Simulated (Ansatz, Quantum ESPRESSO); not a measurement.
# MoGe2N4, 1 layer: the dipole at a withheld member of a series

**Set-up.** Quantum ESPRESSO 7.5, PBE, GBRV ultrasoft. Cell and atoms are relaxed without a field with a D3(BJ) correction and then held. Sawtooth field with dipole correction, 17 Å of vacuum in the starting cell, Fermi-Dirac smearing of 0.002 Ry; bands along a path at each field. The series steps the field along the normal.

```tsv
field along the normal	dipole (e Å)
0 V/Å	0.0000
0.05 V/Å	0.0178
0.1 V/Å	0.0357
0.2 V/Å	0.0714
0.3 V/Å	0.1072
```

One more run was made and is withheld. What is the dipole at 0.4 V/Å?

**Worked estimate.** The rows at 0.2 V/Å and 0.3 V/Å give a slope of (0.1072 − (0.0714))/(0.3 − (0.2)) = 0.358, so a straight line gives 0.1430 e Å. A parabola through these and the row at 0.1 V/Å gives 0.1431 e Å.

**Check.** 0.1429 e Å. The line misses by +0.0001 and the parabola by +0.0002 e Å. Both misses are under 5 % of the step from the nearer row.

Caveats: Ions are held; semilocal gaps are too small; in strong fields empty levels can belong to the vacuum; one stacking. Members without a usable value, or on the other side of zero field or charge, are not listed.

[Logs are printed without paths, hosts, clocks, repeated set-up lines and the standing remarks that a program may print on its own settings, such as how far it seeks lower states.]
